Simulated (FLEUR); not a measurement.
# MnS (Browneite): which magnetic order is lowest

Wanted: the moments of MnS (Browneite) and the energy of each order that was tried.

Main program and level: FLEUR MaX-R8.1; PBEsol with U = 4.9 eV, J = 0.9 eV on Mn d; all-electron FLAPW, Dirac cores, scalar-relativistic bands.

This is a report of a sequence of runs, with most program output left out.

## (1) The starting structure

The structure is cubic, space group F-43m (No. 216). Conventional cell: a = 5.600 Å, b = 5.600 Å, c = 5.600 Å, α = 90.00°, β = 90.00°, γ = 90.00°. Mn has 4 S at 2.42 Å nearest. Nearest to S lie 4 Mn at 2.42 Å. Farther neighbours and most contacts between anions are not listed.

Structure file:

```xyz
2
Lattice="0.0000 2.8000 2.8000 2.8000 0.0000 2.8000 2.8000 2.8000 0.0000" Properties=species:S:1:pos:R:3 pbc="T T T"
Mn    0.0000    0.0000    0.0000
S     1.4000    1.4000    1.4000
```

## (2) Start 1: ferro +

The parallel start comes first: it shows whether parallel moments hold. The U counters the self-interaction that shrinks the moments of a localised shell.

inpgen writes inp.xml from crystal.txt; cutoffs, mixing, functional, smearing and local orbitals are then set in the file. The k list default-1 (kpts.xml, not shown) is a Γ-centred 6×6×6 mesh; where the ranks do not divide the number of points, some are split in two of half the weight.

Contents of inp.xml:

```
<?xml version="1.0" encoding="UTF-8" standalone="no"?>
<fleurInput fleurInputVersion="0.39">
   <comment>
      MnS
   </comment>
   <calculationSetup>
      <cutoffs Kmax="4.26" Gmax="12.8" GmaxXC="12.8" numbands="0"/>
      <scfLoop itmax="130" minDistance="0.0001" maxIterBroyd="15" imix="Anderson" alpha="0.05" precondParam="0.0" spinf="2.0" sdNocoIR="T"/>
      <coreElectrons ctail="T" frcor="F" kcrel="0" coretail_lmax="0"/>
      <xcFunctional name="PBEs" relativisticCorrections="F"/>
      <magnetism jspins="2"/>
      <soc l_soc="F" theta="0.0" phi="0.0" spav="F"/>
      <expertModes spex="0" secvar="F"/>
      <geometryOptimization l_f="F" forcealpha="1.0" forcemix="BFGS" epsdisp="0.00001" epsforce="0.00001"/>
      <ldaU l_linMix="F" mixParam="0.05" spinf="1.0"/>
   </calculationSetup>
   <cell>
      <bzIntegration valenceElectrons="21.0" mode="hist" fermiSmearingEnergy="0.00293995">
         <kPointListSelection listName="default-1"/>
         <xi:include xmlns:xi="http://www.w3.org/2001/XInclude" href="kpts.xml"> </xi:include>
      </bzIntegration>
      <xi:include xmlns:xi="http://www.w3.org/2001/XInclude" href="sym.xml"> </xi:include>
      <bulkLattice scale="1.0">
         <bravaisMatrix>
            <row-1>    0.0000000000000000     5.2912331488799991     5.2912331488799991</row-1>
            <row-2>    5.2912331488799991     0.0000000000000000     5.2912331488799991</row-2>
            <row-3>    5.2912331488799991     5.2912331488799991     0.0000000000000000</row-3>
         </bravaisMatrix>
      </bulkLattice>
   </cell>
   <atomSpecies>
      <species name="Manganese 4.500" element="Mn" atomicNumber="25">
         <mtSphere radius="2.7" gridPoints="893" logIncrement="0.014"/>
         <atomicCutoffs lmax="10" lnonsphr="8"/>
         <electronConfig flipSpins="F">
            <coreConfig>(1s1/2) (2s1/2) (2p1/2) (2p3/2)</coreConfig>
            <valenceConfig>(3s1/2) (3p1/2) (3p3/2) (4s1/2) (3d3/2) (3d5/2)</valenceConfig>
            <stateOccupation state="(3d3/2)" spinUp="1.75" spinDown="0.25"/>
            <stateOccupation state="(3d5/2)" spinUp="3.0" spinDown="0.0"/>
         </electronConfig>
         <energyParameters s="4" p="4" d="3" f="4"/>
         <ldaU l="2" U="4.9" J="0.9" l_amf="F"/>
         <lo type="SCLO" l="0" n="3" eDeriv="0"/>
         <lo type="SCLO" l="1" n="3" eDeriv="0"/>
      </species>
      <species name="Sulfur (S)" element="S" atomicNumber="16">
         <mtSphere radius="1.76" gridPoints="583" logIncrement="0.02"/>
         <atomicCutoffs lmax="6" lnonsphr="4"/>
         <electronConfig flipSpins="F">
            <coreConfig>(1s1/2) (2s1/2) (2p1/2) (2p3/2)</coreConfig>
            <valenceConfig>(3s1/2) (3p1/2) (3p3/2)</valenceConfig>
            <stateOccupation state="(3p1/2)" spinUp="0.666667" spinDown="0.666667"/>
            <stateOccupation state="(3p3/2)" spinUp="1.333333" spinDown="1.333333"/>
         </electronConfig>
         <energyParameters s="3" p="3" d="3" f="4"/>
      </species>
   </atomSpecies>
   <atomGroups>
      <atomGroup species="Manganese 4.500">
         <relPos label="                   1">.0000000000 .0000000000 .0000000000</relPos>
         <force calculate="T" relaxXYZ="TTT"/>
      </atomGroup>
      <atomGroup species="Sulfur (S)">
         <relPos label="                   2">1.000/4.000 1.000/4.000 1.000/4.000</relPos>
         <force calculate="T" relaxXYZ="TTT"/>
      </atomGroup>
   </atomGroups>
   <output dos="F" band="F" slice="F">
      <bandDOS minEnergy="-.5*Htr" maxEnergy="0.5*Htr" sigma="0.015" storeEVData="T"/>
      <plotting iplot="0" polar="F">
         <plot TwoD="T" vec1="  1.0  0.0  0.0" vec2="  0.0  1.0  0.0" vec3="  0.0  0.0  1.0" zero="  0.0  0.0  0.0" file="plot"/>
      </plotting>
      <moessbauerParams electricFieldGradient="F" isomerShift="F" coreHyperfine="F" valenceHyperfine="F"/>
   </output>
</fleurInput>
```

Contents of crystal.txt:

```
MnS
&input film=F cartesian=F /
0.00000000000  2.80000000000  2.80000000000
2.80000000000  0.00000000000  2.80000000000
2.80000000000  2.80000000000  0.00000000000
1.8897261246
1.0 1.0 1.0

2
25 0.00000000000  0.00000000000  0.00000000000 : 4.500
16 0.25000000000  0.25000000000  0.25000000000

&kpt div1=6 div2=6 div3=6 gamma=T /
```

Started as:

```sh
> OMP_NUM_THREADS=1 inpgen -f crystal.txt > inpgen.log  # inp.xml is then edited as shown
> OMP_NUM_THREADS=1 mpirun -n 4 fleur_MPI > fleur.log
```

Run time: 20 s. Hardware: 4 MPI ranks of Intel Xeon 6975P-C (Granite Rapids), shared host; peak memory 0.26 GiB; 77 s of CPU time.

This step gave:

- free energy: -42343.8233 eV
- program's band gap on this mesh (in a metal only a level spacing): 1.101 eV
- magnetization: 5 μB
- final state: ferromagnetic
- largest moment: 4.725 μB

After 16 cycles the largest moment stands at 4.73 μB.

## (3) Start 2: antiferro q=(0,1/2,1/2) +-

Another pattern of signs weighs the neighbour shells otherwise.

The cell is doubled to 4 atoms to hold this order. The mesh is halved along the doubled vector, so that both cells sample the same points. The k list default-1 (kpts.xml, not shown) is a Γ-centred 6×3×6 mesh.

Changes to inp.xml since step 2:

```diff
@@ -17,3 +17,3 @@
    <cell>
-      <bzIntegration valenceElectrons="21.0" mode="hist" fermiSmearingEnergy="0.00293995">
+      <bzIntegration valenceElectrons="42.0" mode="hist" fermiSmearingEnergy="0.00293995">
          <kPointListSelection listName="default-1"/>
@@ -25,4 +25,4 @@
             <row-1>    0.0000000000000000     5.2912331488799991     5.2912331488799991</row-1>
-            <row-2>    5.2912331488799991     0.0000000000000000     5.2912331488799991</row-2>
-            <row-3>    5.2912331488799991     5.2912331488799991     0.0000000000000000</row-3>
+            <row-2>   10.5824662977599981     0.0000000000000000    10.5824662977599981</row-2>
+            <row-3>   10.5824662977599981     5.2912331488799991     5.2912331488799991</row-3>
          </bravaisMatrix>
@@ -39,2 +39,16 @@
             <stateOccupation state="(3d5/2)" spinUp="3.0" spinDown="0.0"/>
+         </electronConfig>
+         <energyParameters s="4" p="4" d="3" f="4"/>
+         <ldaU l="2" U="4.9" J="0.9" l_amf="F"/>
+         <lo type="SCLO" l="0" n="3" eDeriv="0"/>
+         <lo type="SCLO" l="1" n="3" eDeriv="0"/>
+      </species>
+      <species name="Manganese -4.500" element="Mn" atomicNumber="25">
+         <mtSphere radius="2.7" gridPoints="893" logIncrement="0.014"/>
+         <atomicCutoffs lmax="10" lnonsphr="8"/>
+         <electronConfig flipSpins="F">
+            <coreConfig>(1s1/2) (2s1/2) (2p1/2) (2p3/2)</coreConfig>
+            <valenceConfig>(3s1/2) (3p1/2) (3p3/2) (4s1/2) (3d3/2) (3d5/2)</valenceConfig>
+            <stateOccupation state="(3d3/2)" spinUp="0.25" spinDown="1.75"/>
+            <stateOccupation state="(3d5/2)" spinUp="0.0" spinDown="3.0"/>
          </electronConfig>
@@ -62,4 +76,9 @@
       </atomGroup>
+      <atomGroup species="Manganese -4.500">
+         <relPos label="                   2">.0000000000 1.000/2.000 .0000000000</relPos>
+         <force calculate="T" relaxXYZ="TTT"/>
+      </atomGroup>
       <atomGroup species="Sulfur (S)">
-         <relPos label="                   2">1.000/4.000 1.000/4.000 1.000/4.000</relPos>
+         <relPos label="                   3">1.000/4.000 .0000000000 1.000/4.000</relPos>
+         <relPos label="                   4">1.000/4.000 1.000/2.000 1.000/4.000</relPos>
          <force calculate="T" relaxXYZ="TTT"/>
```

Contents of crystal.txt:

```
MnS
&input film=F cartesian=F /
0.00000000000  2.80000000000  2.80000000000
5.60000000000  0.00000000000  5.60000000000
5.60000000000  2.80000000000  2.80000000000
1.8897261246
1.0 1.0 1.0

4
25 0.00000000000  0.00000000000  0.00000000000 : 4.500
25 0.00000000000  0.50000000000  0.00000000000 : -4.500
16 0.25000000000  0.00000000000  0.25000000000
16 0.25000000000  0.50000000000  0.25000000000

&kpt div1=6 div2=3 div3=6 gamma=T /
```

It took 2.6 min on 4 MPI ranks; peak memory 0.62 GiB.

Spin moment in the muffin-tin sphere by atom:

```
atom  spin moment in the muffin-tin sphere (μB)
 Mn1                                       4.61
 Mn2                                      -4.61
  S3                                       0.00
  S4                                       0.00
```

This step gave:

```
free energy                                                       : -84687.8382 eV
program's band gap on this mesh (in a metal only a level spacing) : 2.655 eV
magnetization                                                     : 0 μB
final state                                                       : antiferromagnetic
```

It lies 95.8 meV a seeded atom under the first start, and its largest moment is 4.61 μB against 4.73 μB.

## (4) Run 3 (antiferro q=(0,0,1/2) +-)

An opposed order shows whether neighbours prefer unlike signs.

The cell is doubled to 4 atoms to hold this order. The mesh is halved along the doubled vector, so that both cells sample the same points. The k list default-1 (kpts.xml, not shown) is a Γ-centred 6×6×3 mesh.

Changes to inp.xml since step 3:

```diff
@@ -25,4 +25,4 @@
             <row-1>    0.0000000000000000     5.2912331488799991     5.2912331488799991</row-1>
-            <row-2>   10.5824662977599981     0.0000000000000000    10.5824662977599981</row-2>
-            <row-3>   10.5824662977599981     5.2912331488799991     5.2912331488799991</row-3>
+            <row-2>    5.2912331488799991     0.0000000000000000     5.2912331488799991</row-2>
+            <row-3>   10.5824662977599981    10.5824662977599981     0.0000000000000000</row-3>
          </bravaisMatrix>
@@ -77,3 +77,3 @@
       <atomGroup species="Manganese -4.500">
-         <relPos label="                   2">.0000000000 1.000/2.000 .0000000000</relPos>
+         <relPos label="                   2">.0000000000 .0000000000 1.000/2.000</relPos>
          <force calculate="T" relaxXYZ="TTT"/>
@@ -81,4 +81,7 @@
       <atomGroup species="Sulfur (S)">
-         <relPos label="                   3">1.000/4.000 .0000000000 1.000/4.000</relPos>
-         <relPos label="                   4">1.000/4.000 1.000/2.000 1.000/4.000</relPos>
+         <relPos label="                   3">1.000/4.000 1.000/4.000 1.000/8.000</relPos>
+         <force calculate="T" relaxXYZ="TTT"/>
+      </atomGroup>
+      <atomGroup species="Sulfur (S)">
+         <relPos label="                   4">1.000/4.000 1.000/4.000 -3.000/8.000</relPos>
          <force calculate="T" relaxXYZ="TTT"/>
```

Contents of crystal.txt:

```
MnS
&input film=F cartesian=F /
0.00000000000  2.80000000000  2.80000000000
2.80000000000  0.00000000000  2.80000000000
5.60000000000  5.60000000000  0.00000000000
1.8897261246
1.0 1.0 1.0

4
25 0.00000000000  0.00000000000  0.00000000000 : 4.500
25 0.00000000000  0.00000000000  0.50000000000 : -4.500
16 0.25000000000  0.25000000000  0.12500000000
16 0.25000000000  0.25000000000  0.62500000000

&kpt div1=6 div2=6 div3=3 gamma=T /
```

Wall time 2.8 min (4 MPI ranks); peak memory 0.7 GiB; 11 min of CPU time.

Spin moment in the muffin-tin sphere by atom:

```
atom  spin moment in the muffin-tin sphere (μB)
 Mn1                                       4.64
 Mn2                                      -4.64
  S3                                       0.02
  S4                                      -0.02
```

Numbers from this step:

* free energy: -84687.7952 eV
* program's band gap on this mesh (in a metal only a level spacing): 2.166 eV
* magnetization: 0 μB
* final state: antiferromagnetic

It lies 74.2 meV a seeded atom under the first start, and its largest moment is 4.64 μB against 4.73 μB.

## (5) Ranking

Free energies are divided by the number of seeded atoms, so that cells of unlike size compare. Wavevectors q in the names are fractions of the primitive cell's reciprocal vectors.

Orders:

```
                     start        final state  typed order kept  energy over the lowest (meV a seeded atom)  largest sphere moment (μB)  net moment (μB a primitive cell)  mesh matched  CPU time (s)
                   ferro +      ferromagnetic               yes                                       95.76                       4.725                                 5           yes         77.12
antiferro q=(0,1/2,1/2) +-  antiferromagnetic               yes                                           0                       4.608                                 0           yes         630.5
  antiferro q=(0,0,1/2) +-  antiferromagnetic               yes                                       21.51                       4.635                                 0           yes         677.5
```

## (6) Summary of results

```yaml
lowest_state_found: antiferromagnetic (typed antiferro q=(0,1/2,1/2) +-)
largest_site_spin_moment: 4.61 μB
next_finished_state: antiferromagnetic, 21.5 meV a seeded atom higher
```

In words: The lowest state found is antiferromagnetic, reached from the start antiferro q=(0,1/2,1/2) +-, with moments up to 4.61 μB. The next finished state costs 22 meV a seeded atom. Only 3 starts were tried; other patterns of signs, canted and longer-period orders were not.

[Logs and program files are shortened in this print: banners, set-up blocks, solver, clock and traceback lines can be left out without a mark of their own.]

[Logs are printed without paths, hosts, clocks, repeated set-up lines and the standing remarks that a program may print on its own settings, such as how far it seeks lower states.]

[Hosts, paths, dates, database ids (printed as entryN), source tags and the programs' standing remarks are cut or masked in the printed files.]

[Where a cell is said to come from a database of computed structures, the database is the Materials Project.]
